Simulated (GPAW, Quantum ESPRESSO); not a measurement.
# O K-edge XANES of LaGaO3 (Pm-3m), part 4 of 4

Aim: the O K edge of LaGaO3 (Pm-3m) by two routes, a Lanczos recursion (XSpectra) and a sum over empty bands (GPAW), to see which features are robust.

Quantum ESPRESSO 7.5 and GPAW 26.7.0; core-hole supercells, plane-wave PAW LDA.

So far. Step 12 (Ground state of the crystal (GPAW)): The mesh shows a gap of 3.26 eV, so the hole is first treated in a charged cell, without the excited electron. Step 13 (Spectrum without a core hole, O atom 3 (GPAW)): Main maxima below 24 eV (height): 1.1 eV (0.61), 4.1 eV (2.58), 9.5 eV (1.79), 11.8 eV (1.65), 19.0 eV (0.69) and 23.5 eV (0.65). 

### Step 15. Spectrum with FCH, O atom 3 (GPAW)

Level of this step: X-ray absorption from dipole matrix elements to empty bands, plane-wave PAW LDA (GPAW).

The holes are 6.8 Å apart. The excited electron is left out and a uniform background balances the charge. After the field has converged, empty bands are computed with the density fixed and the dipole matrix elements are summed.

xas.py reads:

```python
import numpy as np
from ase import Atoms
from ase.parallel import parprint, paropen
from gpaw import GPAW, PW, FermiDirac, Mixer, MixerDif, setup_paths
from gpaw.test import gen
setup_paths.insert(0, '.')
gen('O', name='fch1s', xcname='LDA', corehole=(1, 0, 1), write_xml=True)
from gpaw.mpi import world
world.barrier()

atoms = Atoms('La4Ga4O12',
    cell=[[3.913456, 3.913456, 3.913456],
     [-3.913456, 3.913456, -3.913456],
     [-3.913456, 3.913456, 3.913456]],
    scaled_positions=[[0.5, 0, 0],
     [0, 0.5, 0],
     [0.5, 0.5, 0.5],
     [0, 0, 0.5],
     [0, 0, 0],
     [0.5, 0.5, 0],
     [0, 0.5, 0.5],
     [0.5, 0, 0.5],
     [0.25, 0, 0.75],
     [0.75, 0.5, 0.75],
     [0.25, 0.5, 0.25],
     [0.75, 0, 0.25],
     [0, 0.75, 0.25],
     [0.5, 0.25, 0.25],
     [0, 0.25, 0.75],
     [0.5, 0.75, 0.75],
     [0.25, 0.25, 0],
     [0.75, 0.75, 0],
     [0.25, 0.75, 0.5],
     [0.75, 0.25, 0.5]],
    pbc=True)
atoms.calc = calc = GPAW(legacy_gpaw=True, mode=PW(500, force_complex_dtype=True), xc='LDA', setups={8: 'fch1s'},
    kpts={'size': (3, 3, 3), 'gamma': True}, occupations=FermiDirac(0.02),
    charge=0, mixer=Mixer(0.1, 5, 50), maxiter=150,
    convergence={'density': 0.0001, 'eigenstates': 1e-6}, txt='scf.txt')
energy = atoms.get_potential_energy() + calc.get_reference_energy()
ef = calc.get_fermi_level()
out = dict(energy=energy, fermi=ef, forces=atoms.get_forces().tolist())
parprint(f'all-electron energy {energy:.4f} eV, Fermi level {ef:.4f} eV')
ev = np.array([[calc.get_eigenvalues(k, s) for k in range(len(calc.get_ibz_k_points()))] for s in range(calc.get_number_of_spins())])
out['homo'], out['lumo'], out['counts'] = ev[ev < ef].max(), ev[ev > ef].min(), sorted(set((ev < ef).sum((0, 2)).tolist()))
out['filled'] = (ev[:, 0] < ef).sum(1).tolist()

from ase.units import Ha
from gpaw.xas import dipole_matrix_elements
nb = int(calc.get_number_of_electrons() / 2) + 165
top, nb = nb, nb + 8 + nb // 12
nscf = calc.fixed_density(kpts={'size': (4, 4, 4), 'gamma': True}, nbands=nb,
    convergence={'bands': top, 'eigenstates': 5e-3}, maxiter=60, txt='nscf.txt')
cell = atoms.cell.array
ops = [cell.T @ U.T @ np.linalg.inv(cell.T) for U in nscf.wfs.kd.symmetry.op_scc]
filled = [64]  # bands filled in the ground state, by spin
E = np.arange(-6, 34, 0.1)
fwhm = np.interp(E, [4, 25], [0.9, 3.5])
Y, X, zero, highest = 0, 0, 1e9, 1e9
for spin in range(nscf.get_number_of_spins()):
    wfs = nscf.wfs
    mine = wfs.bd.get_slice()  # this rank's bands
    A = dipole_matrix_elements(wfs.setups[8])
    eps = np.zeros((wfs.kd.nibzkpts, nb))
    d = np.zeros((3, A.shape[1], wfs.kd.nibzkpts, nb), complex)
    for kpt in wfs.kpt_u:
        if kpt.s == spin and 8 in kpt.P_ani:
            eps[kpt.k, mine] = kpt.eps_n * Ha
            d[:, :, kpt.k, mine] = (kpt.weight * wfs.nspins / 2) ** 0.5 * np.inner(A, kpt.P_ani[8])
    world.sum(eps)
    world.sum(d)
    T = np.einsum('amkn,bmkn->abkn', d, d.conj()).real
    T = sum(np.einsum('ai,ijkn,bj->abkn', R, T, R) for R in ops) / len(ops)
    empty = np.ones_like(eps, bool) & (np.arange(nb) >= filled[spin])
    zero, highest = min(zero, eps[empty].min()), min(highest, eps[:, top - 1].min())
    lines = [(eps, T, empty)] if spin == 0 else lines + [(eps, T, empty)]
for eps, T, empty in lines:
    f = np.einsum('aakn->akn', T).reshape(3, -1)
    x = eps.ravel() - zero
    w = np.interp(x, E, fwhm) / 2.35482
    g = np.exp(-0.5 * ((E[:, None] - x) / w) ** 2) / (w * (2 * np.pi) ** 0.5)
    Y = Y + (f * empty.ravel()) @ g.T
    X = X + (f * ~empty.ravel()) @ g.T
out.update(E=E.round(2).tolist(), xas=Y.tolist(), xes=X.tolist(), zero=zero, valid=highest - zero, nk=len(eps), nb=nb)
for i in range(0, len(E), 10):
    parprint(f'{E[i]:7.2f}', *(f'{v:10.3e}' for v in Y[:, i]))
import json
with paropen('out.json', 'w') as f:
    json.dump(out, f)
```

Launch:

```
$ OMP_NUM_THREADS=1 mpirun -n 8 gpaw python xas.py
```

Numbers of over 12 decimals in the logs are rounded to 6 here.

Log:

```text
Input parameters:
  convergence: {density: 0.0001,
                eigenstates: 1e-06}
  kpts: {gamma: True,
         size: (3, 3, 3)}
  maxiter: 150
  mixer: {backend: pulay,
          beta: 0.1,
          method: separate,
          nmaxold: 5,
          weight: 50}
  mode: {ecut: 500.0,
         force_complex_dtype: True,
         name: pw}
  occupations: {fixmagmom: False,
                name: fermi-dirac,
                width: 0.02}
  setups: {8: fch1s}

Initialize ...

[... PAW data sets ...]

Reference energy: -1158770.946150  # eV

Spin-paired calculation

[... convergence settings ...]
Symmetries present (total): 8
  [... symmetry matrices ...]

27 k-points: 3 x 3 x 3 Monkhorst-Pack grid
6 k-points in the irreducible part of the Brillouin zone
       k-points in crystal coordinates                weights
   0:     0.00000000    0.00000000    0.00000000          1/27
   1:     0.33333333   -0.33333333   -0.33333333          2/27
   2:     0.33333333    0.00000000    0.00000000          8/27
   3:     0.33333333    0.00000000    0.33333333          4/27
   4:     0.33333333    0.33333333    0.00000000          8/27
   5:     0.33333333    0.33333333    0.33333333          4/27

Wave functions: Plane wave expansion
  Cutoff energy: 500.000 eV
  Number of coefficients (min, max): 6051, 6098
  Pulay-stress correction: 0.000000 eV/Ang^3 (de/decut=0.000000)
  Using FFTW library
  Wavefunction extrapolation:
    Improved wavefunction reuse through dual PAW basis

Occupation numbers: Fermi-Dirac:
  width: 0.0200  # eV

Eigensolver
   Davidson(niter=2)

Densities:
  Coarse grid: 35*35*35 grid
  Fine grid: 70*70*70 grid
  Total Charge: 1.000000

Density mixing:
  Method: separate
  Backend: pulay
  Linear mixing parameter: 0.1
  old densities: 5
  Width of damping distribution: 1.1
  Damping of long wavelength oscillations: 50

[... Hamiltonian set-up ...]
Number of atoms: 20
Number of atomic orbitals: 144
Number of bands in calculation: 81
Number of valence electrons: 128
Bands to converge: occupied

... initialized

Initializing position-dependent things.

Density initialized from atomic densities
Creating initial wave functions:
  81 bands from LCAO basis set

                O
                    O
            O O    Ga   O
               La
         O         O
             La       La
           O        O
         Ga   O    Ga
                  O
         O       Ga
             La

Atomic positions and initial magnetic moments

Positions:
   0 La     1.956728    1.956728    1.956728    ( 0.0000,  0.0000,  0.0000)
   1 La    -1.956728    1.956728   -1.956728    ( 0.0000,  0.0000,  0.0000)
   2 La    -1.956728    5.870184    1.956728    ( 0.0000,  0.0000,  0.0000)
   3 La    -1.956728    1.956728    1.956728    ( 0.0000,  0.0000,  0.0000)
   4 Ga     0.000000    0.000000    0.000000    ( 0.0000,  0.0000,  0.0000)
   5 Ga     0.000000    3.913456    0.000000    ( 0.0000,  0.0000,  0.0000)
   6 Ga    -3.913456    3.913456    0.000000    ( 0.0000,  0.0000,  0.0000)
[...]
17 O      0.000000    5.870184    0.000000    ( 0.0000,  0.0000,  0.0000)
  18 O     -3.913456    5.870184    0.000000    ( 0.0000,  0.0000,  0.0000)
  19 O      0.000000    5.870184    3.913456    ( 0.0000,  0.0000,  0.0000)

Unit cell:
           periodic     x           y           z      points  spacing
  1. axis:    yes    3.913456    3.913456    3.913456    35     0.1581
  2. axis:    yes   -3.913456    3.913456   -3.913456    35     0.1581
  3. axis:    yes   -3.913456    3.913456    3.913456    35     0.1581

  Lengths:   6.778305   6.778305   6.778305
  Angles:   70.528779  70.528779 109.471221

Effective grid spacing dv^(1/3) = 0.1775

iter:   1  -205.094118
iter:   2  -195.285813   +0.09  -0.82
iter:   3  -183.827308   +0.61  -0.92
iter:   4  -184.415348   +0.06  -1.31
iter:   5  -184.743684   -0.33  -1.43
iter:   6  -184.269667   -0.47  -1.66
iter:   7  -184.269893   -1.10  -2.14
iter:   8  -184.451768   -0.81  -2.13
[...]
iter:  12  -184.292294   -1.05  -2.16
iter:  13  -184.224042   -1.88  -2.13
iter:  14  -184.215301   -2.33  -2.36
iter:  15  -184.206996c  -2.71  -2.49
iter:  16  -184.248564c  -1.54  -2.61
iter:  17  -184.205520c  -2.41  -2.26
iter:  18  -184.206811c  -2.03  -2.56
iter:  19  -184.200833c  -2.79  -2.72
iter:  20  -184.200763c  -3.60  -3.33
iter:  21  -184.200928c  -3.83  -3.50
[...]
iter:  26  -184.201038c  -4.77  -3.36
iter:  27  -184.200998c  -5.01  -3.37
iter:  28  -184.200796c  -3.87  -3.41
iter:  29  -184.200840c  -4.32  -4.37c
iter:  30  -184.200839c  -4.86  -4.11c
iter:  31  -184.200840c  -5.28  -4.38c
iter:  32  -184.200843c  -5.57  -4.62c
iter:  33  -184.200843c  -5.78  -4.47c
iter:  34  -184.200843c  -6.40c -4.76c

Converged after 34 iterations.

Dipole moment: (-0.580793, 0.000000, 0.000000) |e|*Ang

Energy contributions relative to reference atoms: (reference = -1158770.946150)

Kinetic:       +151.263535
Potential:     -159.279647
External:        +0.000000
XC:            -175.082271
Entropy (-ST):   -0.000000
Local:           -1.102459
SIC:             +0.000000
--------------------------
Free energy:   -184.200843
Extrapolated:  -184.200843

Showing only first 2 kpts
 Kpt  Band  Eigenvalues  Occupancy
  0    62      8.37962    2.00000
  0    63      8.40134    2.00000
  0    64     11.38328    0.00000
  0    65     11.63309    0.00000

  1    62      8.06414    2.00000
  1    63      8.42438    2.00000
  1    64     12.20266    0.00000
[...]
Fermi level: 9.39274

Gap: 2.959 eV
Transition (v -> c):
  (s=0, k=1, n=63, [0.33, -0.33, -0.33]) -> (s=0, k=0, n=64, [0.00, 0.00, 0.00])
Direct/indirect transitions are different
Direct gap: 2.982 eV
Transition at: (s=0, k=0, n=63, [0.00, 0.00, 0.00])

Forces in eV/Ang:
  0 La   -0.00003    0.86080    0.86080
  1 La   -0.00003   -0.86080    0.86080
  2 La   -0.00003    0.86080   -0.86080
  3 La   -0.00003   -0.86080   -0.86080
  4 Ga   -2.70188    0.00000    0.00000
  5 Ga   -0.00000    0.00000   -0.00000
  6 Ga   -0.00000    0.00000   -0.00000
[...]
17 O     0.50796    0.61576    0.00000
 18 O    -0.50795    0.61606   -0.00000
 19 O    -0.50795   -0.61606    0.00000
Scalar-relativistic atomic LDA calculation for O (Oxygen, Z=8)
Core hole in 1s state (1s occupation: 1.0)
300 radial gridpoints.
|------------------------------------------------|
|------------------------------------------------|
[... the atom generator's iteration count ...]

Energy contributions:
-------------------------
Kinetic:      +54.046737
XC:            -5.876031
Potential:   -102.458324
-------------------------
Total:        -54.287618

state      eigenvalue         ekin         rmax
-----------------------------------------------
1s^1.0 :   -21.731873    30.611423        0.127
2s^2.0 :    -1.594915     4.066245        0.801
2p^4.0 :    -1.067100     3.825706        0.682
-----------------------------------------------
(units: Bohr and Hartree)

Generating PAW setup
Kinetic energy of the core from tauc = 30.636371
Cutoffs:
rc(s)=1.300
rc(p)=1.130
rc(d)=1.170
rc(vbar)=1.300
rc(comp)=1.260
rc(nct)=1.300

Kinetic energy of the core states: 30.611423
Charge: 1.0
Core electrons: 1.0
Valence electrons: 6.0
Pseudo-core charge: 0.000198
Shape function alpha=6.299
Pseudo-electron charge 5.280306
state    eigenvalue         norm
--------------------------------
2s(2) :    -1.594915     1.065643
*s    :    -0.594915
2p(4) :    -1.067100     0.787205
*p    :    -0.067100
*d    :     0.000000
--------------------------------

Diagonalizing with gridspacing h=0.050

state   all-electron     PAW
-------------------------------
2s:      -1.594915    -1.596334
2p:      -1.067100    -1.073375
*d:                   -0.060686
*f:                   -0.013559
-------------------------------
all-electron energy -1158955.1470 eV, Fermi level 9.3927 eV
[...]
31.00  1.150e-05  8.299e-05  8.299e-05
  32.00  1.392e-05  6.822e-05  6.822e-05
  33.00  1.708e-05  4.977e-05  4.977e-05
```

Run time: 2.1 min. Hardware: 8 MPI ranks of Arm Neoverse V1, shared host; peak memory 0.5 GiB.

The O K spectrum, O atom 3, full core hole (charged cell) (energy from the lowest empty level; intensity scaled to a mean of 1 over the first 20 eV):

```tsv
E (eV)	intensity
-2.00	0.00
-1.25	0.00
-0.50	0.00
0.25	0.09
1.00	0.73
1.75	0.72
2.50	1.82
3.25	2.62
4.00	2.17
4.75	1.22
5.50	0.45
6.25	0.37
7.00	0.89
7.75	1.90
8.50	2.05
9.25	1.47
10.00	1.10
10.75	1.09
11.50	1.22
12.25	1.12
13.00	0.82
13.75	0.50
14.50	0.32
15.25	0.29
16.00	0.37
16.75	0.52
17.50	0.65
18.25	0.72
19.00	0.75
19.75	0.73
20.50	0.69
21.25	0.67
22.00	0.69
22.75	0.72
23.50	0.71
24.25	0.67
25.00	0.62
25.75	0.59
26.50	0.59
```

Main maxima below 24 eV (height): 1.2 eV (0.80), 3.1 eV (2.67), 8.2 eV (2.15), 11.6 eV (1.22) and 19.1 eV (0.75). 

The hole costs E(hole) − E(ground) = 523.35 eV, and the lowest empty level of the hole cell on the spectrum's mesh lies at 11.38 eV, which puts the zero at 534.73 eV. With the free-atom term of -8.83 eV for this edge, the photon energy is 525.90 eV.

### Step 16. Excitation energy, O atom 3 (GPAW)

With the excited electron kept in the cell the system stays neutral, and the energy difference is an excitation energy by itself. In a small cell that electron takes up a good share of the lowest empty band, or all of one, which shifts the value from the true onset.

Changed against the first core-hole run: core hole to XCH, with the smearing that suits a partly filled band.

scf.py reads:

```python
import numpy as np
from ase import Atoms
from ase.parallel import parprint, paropen
from gpaw import GPAW, PW, FermiDirac, Mixer, MixerDif, setup_paths
from gpaw.test import gen
setup_paths.insert(0, '.')
gen('O', name='fch1s', xcname='LDA', corehole=(1, 0, 1), write_xml=True)
from gpaw.mpi import world
world.barrier()

atoms = Atoms('La4Ga4O12',
    cell=[[3.913456, 3.913456, 3.913456],
     [-3.913456, 3.913456, -3.913456],
     [-3.913456, 3.913456, 3.913456]],
    scaled_positions=[[0.5, 0, 0],
     [0, 0.5, 0],
     [0.5, 0.5, 0.5],
     [0, 0, 0.5],
     [0, 0, 0],
     [0.5, 0.5, 0],
     [0, 0.5, 0.5],
     [0.5, 0, 0.5],
     [0.25, 0, 0.75],
     [0.75, 0.5, 0.75],
     [0.25, 0.5, 0.25],
     [0.75, 0, 0.25],
     [0, 0.75, 0.25],
     [0.5, 0.25, 0.25],
     [0, 0.25, 0.75],
     [0.5, 0.75, 0.75],
     [0.25, 0.25, 0],
     [0.75, 0.75, 0],
     [0.25, 0.75, 0.5],
     [0.75, 0.25, 0.5]],
    pbc=True)
atoms.calc = calc = GPAW(legacy_gpaw=True, mode=PW(500, force_complex_dtype=True), xc='LDA', setups={8: 'fch1s'},
    kpts={'size': (3, 3, 3), 'gamma': True}, occupations=FermiDirac(0.04),
    charge=-1, mixer=Mixer(0.1, 5, 50), maxiter=150,
    convergence={'density': 0.0001, 'eigenstates': 1e-6}, txt='scf.txt')
energy = atoms.get_potential_energy() + calc.get_reference_energy()
ef = calc.get_fermi_level()
out = dict(energy=energy, fermi=ef, forces=atoms.get_forces().tolist())
parprint(f'all-electron energy {energy:.4f} eV, Fermi level {ef:.4f} eV')
ev = np.array([[calc.get_eigenvalues(k, s) for k in range(len(calc.get_ibz_k_points()))] for s in range(calc.get_number_of_spins())])
out['homo'], out['lumo'], out['counts'] = ev[ev < ef].max(), ev[ev > ef].min(), sorted(set((ev < ef).sum((0, 2)).tolist()))
out['filled'] = (ev[:, 0] < ef).sum(1).tolist()
import json
with paropen('out.json', 'w') as f:
    json.dump(out, f)
```

Launch:

```
$ OMP_NUM_THREADS=1 mpirun -n 8 gpaw python scf.py
```

Log:

```text
Input parameters:
  charge: -1
  convergence: {density: 0.0001,
                eigenstates: 1e-06}
  kpts: {gamma: True,
         size: (3, 3, 3)}
  maxiter: 150
  mixer: {backend: pulay,
          beta: 0.1,
          method: separate,
          nmaxold: 5,
          weight: 50}
  mode: {ecut: 500.0,
         force_complex_dtype: True,
         name: pw}
  occupations: {fixmagmom: False,
[...]
2s(2) :    -1.594915     1.065643
*s    :    -0.594915
2p(4) :    -1.067100     0.787205
*p    :    -0.067100
*d    :     0.000000
--------------------------------

Diagonalizing with gridspacing h=0.050

state   all-electron     PAW
-------------------------------
2s:      -1.594915    -1.596334
2p:      -1.067100    -1.073375
*d:                   -0.060686
*f:                   -0.013559
-------------------------------
all-electron energy -1158943.0812 eV, Fermi level 12.3083 eV
[key lines of the parts left out:]
Converged after 39 iterations.
Dipole moment: (-0.531084, 0.000000, 0.000000) |e|*Ang
Free energy:   -172.158769
Fermi level: 12.30831
```

The job ended after 50 s (8 MPI ranks; peak memory 0.26 GiB; 6.6 min of CPU time).

The total-energy difference is 535.41 eV. With the free-atom term of -8.83 eV for this edge, the photon energy is 526.58 eV.

### Step 17. The two programs side by side

The line shapes differ (Lorentzian half width 0.4 eV up to 4 eV, rising linearly to 1.75 eV at 25 eV (not a setting of the program: the run's 0.4 eV curve was folded afterwards with a further Lorentzian above 4 eV), against Gaussian full width 0.9 eV up to 4 eV, rising linearly to 3.5 eV at 25 eV), so both get a further Gaussian of 1.5 eV full width before they are compared; the Lorentzian tails remain.

```tsv
E (eV)	XSpectra	GPAW
-2.00	0.08	0.00
-1.25	0.11	0.00
-0.50	0.18	0.04
0.25	0.39	0.24
1.00	0.71	0.58
1.75	1.12	1.02
2.50	1.69	1.73
3.25	2.04	2.23
4.00	1.86	1.98
4.75	1.33	1.28
5.50	0.91	0.67
6.25	0.85	0.59
7.00	1.13	1.03
7.75	1.49	1.64
8.50	1.57	1.82
9.25	1.38	1.52
10.00	1.18	1.21
10.75	1.09	1.13
11.50	1.04	1.15
12.25	0.95	1.05
13.00	0.81	0.81
13.75	0.65	0.55
14.50	0.54	0.37
15.25	0.49	0.33
16.00	0.50	0.39
16.75	0.55	0.52
17.50	0.60	0.63
18.25	0.63	0.71
19.00	0.63	0.73
19.75	0.59	0.72
20.50	0.54	0.70
21.25	0.50	0.68
22.00	0.48	0.69
22.75	0.48	0.71
23.50	0.50	0.70
24.25	0.52	0.66
25.00	0.55	0.63
25.75	0.57	0.60
26.50	0.60	0.59
```

```tsv
	XSpectra	GPAW
k mesh of the spectrum	4×4×4	4×4×4
cutoff (eV)	1020	500
highest intensity below 16 eV after the common broadening, eV (height)	3.3 (2.05)	3.4 (2.24)
zero, corrected photon energy (eV)	525.8	525.9
core time, hole field and spectrum	69 min	17 min
```

### Step 18. With and without the hole

XSpectra's curves. Both curves are counted from their own zero, so only the shift of weight within the empty states shows.

```tsv
E (eV)	no hole	FCH
-2.0	0.05	0.05
-1.0	0.07	0.09
0.0	0.17	0.19
1.0	0.61	0.78
2.0	0.73	1.07
3.0	1.56	2.27
4.0	2.14	1.92
5.0	1.19	0.95
6.0	0.63	0.56
7.0	0.74	0.89
8.0	1.09	1.99
9.0	1.66	1.52
10.0	1.69	1.08
11.0	1.60	1.11
12.0	1.66	1.09
13.0	1.19	0.93
14.0	0.65	0.46
15.0	0.44	0.37
16.0	0.35	0.32
17.0	0.52	0.67
18.0	0.65	0.67
19.0	0.82	0.86
20.0	0.60	0.54
21.0	0.40	0.50
22.0	0.44	0.39
23.0	0.34	0.40
24.0	0.43	0.54
25.0	0.59	0.56
26.0	0.39	0.59
27.0	0.42	0.58
28.0	0.52	0.69
29.0	0.79	0.99
30.0	0.77	0.96
31.0	0.87	1.16
32.0	1.09	1.08
```

With each curve scaled to its own mean, the area from −2 to 6 eV with the hole is 7.5 against 6.7, and the centre of weight from −1 to 20 eV moves by -0.6 eV (first and strongest maxima below 20 eV: 4.1 eV (2.19), 9.7 eV (1.78) and 12.0 eV (1.67) without the hole, 3.0 eV (2.28), 8.2 eV (2.04) and 11.6 eV (1.26) with it); the shape changes all the same, by 32 % r.m.s.

### Step 19. Results

```yaml
absorber_and_edge: O K, atom 3 of the ground-state input (counted from 1)
surroundings: 2 Ga at 1.96 Å (linear, site symmetry 4/mmm)
highest_intensity_below_16_ev_xspectra_narrow_line: 3.0 eV above the zero, height 2.28
photon_energy_of_the_zero_with_the_added_terms: 525.8 eV (raw 534.6 eV; LDA puts this hole about 4 eV below PBE, itself good to a few eV)
```

**Reading.** The two programs agree closely: 12 % r.m.s. remains over the first 14 eV after a relative shift of 0.0 eV, and their photon-energy zeros differ by 0.1 eV. What differs may come from the PAW partial waves, meshes, cutoffs and line shapes. In XSpectra the O K edge of atom 3, with 2 Ga at 1.96 Å (linear, site symmetry 4/mmm), has its highest intensity of the first 16 eV at 3.0 eV above the zero, near 529 eV in photon energy (LDA puts this hole about 4 eV below PBE, itself good to a few eV), 2.3 times the mean level of the first 20 eV (Lorentzian half width 0.4 eV). In XSpectra: With each curve scaled to its own mean, the area from −2 to 6 eV with the hole is 7.5 against 6.7, and the centre of weight from −1 to 20 eV moves by -0.6 eV (first and strongest maxima below 20 eV: 4.1 eV (2.19), 9.7 eV (1.78) and 12.0 eV (1.67) without the hole, 3.0 eV (2.28), 8.2 eV (2.04) and 11.6 eV (1.26) with it); the shape changes all the same, by 32 % r.m.s. In GPAW: With each curve scaled to its own mean, the area from −2 to 6 eV with the hole is 7.4 against 6.7, and the centre of weight from −1 to 20 eV moves by -0.6 eV (first and strongest maxima below 20 eV: 1.1 eV (0.61), 4.1 eV (2.58), 9.5 eV (1.79) and 11.8 eV (1.65) without the hole, 1.2 eV (0.80), 3.1 eV (2.67), 8.2 eV (2.15) and 11.6 eV (1.22) with it); the shape changes all the same, by 34 % r.m.s. In XSpectra the neutral-cell energy lies +0.6 eV from the charged-cell zero, a gap made of the charged-cell error and of where the added electron settles. In GPAW the neutral-cell energy lies +0.7 eV from the charged-cell zero, a gap made of the charged-cell error and of where the added electron settles. The structure is a computed Materials Project entry and may be a hypothetical form.

[Banner, clock and machine lines of the logs are left out without a mark of their own.]

[Logs are printed without paths, hosts, clocks, repeated set-up lines and the standing remarks that a program may print on its own settings, such as how far it seeks lower states.]

[Hosts, paths, dates, database ids (printed as entryN), source tags and the programs' standing remarks are cut or masked in the printed files.]

[Lists of maxima count a maximum above −3 eV only where it reaches 4 % of the highest in the window and stands out from its surroundings by 2 % of it (1.5 % where it reaches 55 %); shoulders and weaker maxima are passed over, and of the rest the first, up to two pre-edge ones and the few strongest are named.]
